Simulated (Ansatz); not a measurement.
SnO2 (Cassiterite), computed twice by G0W0.

```cif
data_structure
_symmetry_space_group_name_H-M 'P 1'
_symmetry_Int_Tables_number 1
_cell_length_a 4.7380
_cell_length_b 4.7380
_cell_length_c 3.1865
_cell_angle_alpha 90.000
_cell_angle_beta 90.000
_cell_angle_gamma 90.000
_cell_volume 71.53
loop_
_atom_site_label
_atom_site_type_symbol
_atom_site_fract_x
_atom_site_fract_y
_atom_site_fract_z
_atom_site_occupancy
Sn1 Sn 0.00000 0.00000 0.00000 1
Sn2 Sn 0.50000 0.50000 0.50000 1
O3 O 0.30710 0.30710 0.00000 1
O4 O 0.19290 0.80710 0.50000 1
O5 O 0.69290 0.69290 0.00000 1
O6 O 0.80710 0.19290 0.50000 1
```

The cell and positions come from the Crystallography Open Database and are kept as given unless a step says otherwise. PAW set soft_2, made with PBE.

The first (Ansatz 0.2.0; start PBE, 4×4×6 mesh, 93 empty bands, screening to 69 eV; 1 × NVIDIA H100 80GB HBM3 (shared by 3 runs) with 3 threads of AMD EPYC 7R13 (Zen 3), shared host) gave, on its mesh: starting gap 1.28 eV, G0W0 gap 2.74 eV, RPA ε∞ (mean) 4.49, 13 s.

**Question.** The second changes empty bands from 93 to 263 and screening cutoff (eV) from 69 to 138. What does it give?

It gave: starting gap 1.28 eV, G0W0 gap 2.79 eV, RPA ε∞ (mean) 4.41, 26 s. The G0W0 gap moves by +0.05 eV, +0.00 eV from the start and +0.05 eV from the correction. Σc changes by −0.32 eV at the valence top and −0.27 eV at the conduction bottom, and Σx − Vxc between them by +0.00 eV.

Limits: not at the basis limit; no spin-orbit coupling.

[Paths, hosts, dates, memory and timing lines, banners, echoed tables and standing remarks are left out of the program output.]

[Logs are printed without paths, hosts, clocks, repeated set-up lines and the standing remarks that a program may print on its own settings, such as how far it seeks lower states.]

[Runs of the session that timed out or met a known fault of the program may be left out.]

[Cells called generated may have been cut or substituted from an entry of the Crystallography Open Database or the Materials Project.]

[Hosts, paths, dates, database ids (printed as entryN), source tags and the programs' standing remarks are cut or masked in the printed files.]
